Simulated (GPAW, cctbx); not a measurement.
## LiTi: what bonding does to one electron reflection, worked out

LiTi, R-3m (no. 166), a = 4.4904 Å, b = 4.4904 Å, c = 5.5270 Å, α = 90.00°, β = 90.00°, γ = 120.00°.

| atom | mult. | x | y | z |
| --- | --- | --- | --- | --- |
| Ti1 | 3 | 0 | 0 | 0 |
| Li1 | 3 | 1/3 | 2/3 | 1/6 |

The start was made by putting kin elements into a known structure type; the compound need not exist, or be stable, in this form.

A DFT run (GPAW, PBE, 550 eV, 7×7×7 k-points, Fermi–Dirac width 0.1 eV) gives the static X-ray structure factor of 101 as 46.144 e for the conventional cell; superposed free atoms give 46.492 e. **Problem.** Find the Fourier component V of the crystal potential and the two-beam extinction distance at 200 kV in both cases.

**1. Geometry**

The cell volume is Ω = 96.51 Å³ and d(101) = 3.1804 Å, so g = 1/d = 0.3144 Å⁻¹.

**2. The nuclei**

Electrons feel nuclei as well as electrons, so the nuclear charges are summed with the same phases.

Phase sums Σ exp(2πi h·x), turned so that the total is real and positive: Ti +3.000, Li -3.000. Then F_Z = 22 × (+3.000) + 3 × (-3.000) = 57.00 e. The electron term has the same sign for this reflection.

**3. Mott–Bethe**

Poisson's equation, term by term, gives V = (e/4πε₀)(F_Z − F)/(πΩg²), with e/4πε₀ = 14.3996 V Å.

The prefactor is 14.3996 × 3.1804²/(π × 96.51) = 0.48037 V per electron. Free atoms: (57.00 − 46.492) × 0.48037 = 5.048 V. Crystal: (57.00 − 46.144) × 0.48037 = 5.215 V. F changes by -0.75 % and V by +3.3 %: the same 0.35 e is measured against F_Z − F = 10.5 e in place of F = 46.5 e.

**4. Extinction distance**

In the two-beam case ξ = 1/(λU) with U = 2γm₀eV/h², that is ξ = 150.41 V Å²/(γλV).

At 200 kV, λ = 0.02508 Å and γ = 1.3914. Free atoms: ξ = 854 Å. Crystal: ξ = 827 Å. The thickness fringes go as sin²(πt/ξ), so the two patterns slip by a quarter of a period when t|1/ξ₁ − 1/ξ₀| = 1/4, at t ≈ 645 nm. Thermal motion, absorption and many-beam coupling, left out here, change a real pattern.

**5. Answer**

V(101) is 5.21 V against 5.05 V, and ξ is 827 against 854 Å. Limits: static atoms, two beams.
